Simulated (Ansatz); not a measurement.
# Meshes and cutoff for the phonons of KI (Fm-3m), part 2 of 2

How do the frequencies of KI (Fm-3m) move with q mesh, k mesh and cutoff?

Ansatz 0.2.0; DFT LDA, scalar-relativistic, plane waves, PAW.

So far. Step 10 (Another k mesh, q mesh 2×2×2): The highest optical mode at the zone centre (no LO-TO term) is 114.9 cm⁻¹, +0.0 cm⁻¹ against the base run. Step 11 (Another k mesh, k-mesh 12×12×12, q mesh 2×2×2): The highest optical mode at the zone centre (no LO-TO term) is 114.9 cm⁻¹, +0.0 cm⁻¹ against the base run. The relaxed cell has a = 6.817 Å (conventional setting).

## 12. Comparing the runs (continued)

The runs together, line C_V. Table of C_V, 6×6×6 = 8×8×8 = 12×12×12 by temperature:

```
temperature (K)  C_V, 6×6×6 = 8×8×8 = 12×12×12 (J/mol-atom/K)
              0                                             0
             50                                          15.8
            100                                          21.8
            150                                          23.4
            200                                          24.1
            250                                          24.4
            300                                          24.5
            350                                          24.7
            400                                          24.7
            450                                          24.8
            500                                          24.8
            550                                          24.8
            600                                          24.8
            650                                          24.9
            700                                          24.9
            750                                          24.9
            800                                          24.9
            850                                          24.9
            900                                          24.9
            950                                          24.9
           1000                                          24.9
```

## 13. Another cutoff, cutoff 170 eV, q mesh 2×2×2

The cutoff is set to 170 eV on a small fixed q mesh.

input.yaml reads:

```yaml
crystal:
  lattice:
    - [0.0, 3.4087163076, 3.4087163076]
    - [3.4087163076, 0.0, 3.4087163076]
    - [3.4087163076, 3.4087163076, 0.0]
  atoms:
    - { symbol: K, position: [0.0, 0.0, 0.0] }
    - { symbol: I, position: [0.5, 0.5, 0.5] }
kpoints:
  mp_grid: { grid: [8, 8, 8] }
hamiltonian:
  xc: lda
scf:
  occupations: { method: fixed }
output:
  eigenvalues: true
phonons:
  method: dfpt
  qmesh: [2, 2, 2]
  temperatures: { t_max: 1000, t_step: 50 }
  qpath:
    path:
      - [[0.0, 0.0, 0.0], [0.5, 0.0, 0.5], [0.625, 0.25, 0.625]]
      - [[0.375, 0.375, 0.75], [0.0, 0.0, 0.0], [0.5, 0.5, 0.5], [0.5, 0.25, 0.75], [0.5, 0.0, 0.5]]
    npoints: 10
basis:
  ecutwfc: 170
```

On the command line:

```console
ansatz run input.yaml --threads 4 --pin off --max-ram 7168MiB --backend cpu --events-out ev --progress --plain --runs-dir out
```

It took 14 s on 4 threads of Arm Neoverse V2, shared host; peak memory 0.54 GiB; 45 s of CPU time.

The run finished; it serves as a test, and its numbers are not taken as the result.

## 14. Another cutoff, cutoff 230 eV, q mesh 2×2×2

The cutoff is set to 230 eV on a small fixed q mesh.

input.yaml, as its differences from that of step 13:

```diff
@@ -26,2 +26,2 @@
 basis:
-  ecutwfc: 170
+  ecutwfc: 230
```

It took 14 s on 4 threads; peak memory 0.51 GiB; 49 s of CPU time.

The run finished; it serves as a test, and its numbers are not taken as the result.

## 15. Another cutoff, cutoff 290 eV, q mesh 2×2×2

The cutoff is set to 290 eV on a small fixed q mesh.

input.yaml, as its differences from that of step 14:

```diff
@@ -26,2 +26,2 @@
 basis:
-  ecutwfc: 230
+  ecutwfc: 290
```

Elapsed: 21 s, on 4 threads; peak memory 0.57 GiB.

The run finished; it serves as a test, and its numbers are not taken as the result.

## 16. Another cutoff, cutoff 360 eV, q mesh 2×2×2

The cutoff is set to 360 eV on a small fixed q mesh.

input.yaml, as its differences from that of step 15:

```diff
@@ -26,2 +26,2 @@
 basis:
-  ecutwfc: 290
+  ecutwfc: 360
```

Run time: 24 s. Hardware: 4 threads; peak memory 0.65 GiB.

The highest optical mode at the zone centre (no LO-TO term) is 114.9 cm⁻¹, +0.0 cm⁻¹ against the base run.

## 17. Another cutoff, cutoff 550 eV, q mesh 2×2×2

The cutoff is set to 550 eV on a small fixed q mesh.

input.yaml, as its differences from that of step 16:

```diff
@@ -26,2 +26,2 @@
 basis:
-  ecutwfc: 360
+  ecutwfc: 550
```

It took 47 s on 4 threads; peak memory 0.97 GiB.

The highest optical mode at the zone centre (no LO-TO term) is 114.9 cm⁻¹, +0.0 cm⁻¹ against the base run.

## 18. Summary of results

- mean frequency, q mesh 2×2×2: 83.1 cm⁻¹
- mean frequency, q mesh 3×3×3: 83.0 cm⁻¹
- highest optical mode at the zone centre (no LO-TO term), k-mesh 2×2×2: 105 cm⁻¹
- highest optical mode at the zone centre (no LO-TO term), k-mesh 4×4×4: 115 cm⁻¹
- highest optical mode at the zone centre (no LO-TO term), k-mesh 6×6×6: 115 cm⁻¹
- highest optical mode at the zone centre (no LO-TO term), k-mesh 8×8×8: 115 cm⁻¹
- highest optical mode at the zone centre (no LO-TO term), k-mesh 12×12×12: 115 cm⁻¹
- highest optical mode at the zone centre (no LO-TO term), cutoff 170 eV: 174 cm⁻¹
- highest optical mode at the zone centre (no LO-TO term), cutoff 230 eV: 121 cm⁻¹
- highest optical mode at the zone centre (no LO-TO term), cutoff 290 eV: 116 cm⁻¹
- highest optical mode at the zone centre (no LO-TO term), cutoff 360 eV: 115 cm⁻¹
- highest optical mode at the zone centre (no LO-TO term), cutoff 550 eV: 115 cm⁻¹

Over the whole q mesh series, coarse runs included, the mean frequency runs from 83.0 to 83.1 cm⁻¹; from 2×2×2 on it stays within 0.1 cm⁻¹ of the finest run (4×4×4), against a tolerance of 1.0. The k mesh changes along this series too, so part of the change is its. Over the whole k mesh series, coarse runs included, the lowest mode on the q mesh (acoustic modes at Γ apart) runs from -11.6 to 27.8 cm⁻¹; from 4×4×4 on all solved modes stay within 0.2 cm⁻¹ of the finest run (12×12×12), against a tolerance of 1.4. Over the whole cutoff series, coarse runs included, the lowest mode on the q mesh (acoustic modes at Γ apart) runs from 20.7 to 59.4 cm⁻¹; from 290 eV on all solved modes stay within 1.1 cm⁻¹ of the finest run (550 eV), against a tolerance of 1.4. All runs share the cell relaxed at the base settings, which is not exactly at rest under another k mesh or cutoff. Spin-orbit coupling is left out, which can matter for the heavy elements here. These are harmonic frequencies at zero temperature: anharmonic shifts, linewidths and thermal expansion are left out.

[Logs are printed without paths, hosts, clocks, repeated set-up lines and the standing remarks that a program may print on its own settings, such as how far it seeks lower states.]

[Hosts, paths, dates, database ids (printed as entryN), source tags and the programs' standing remarks are cut or masked in the printed files.]
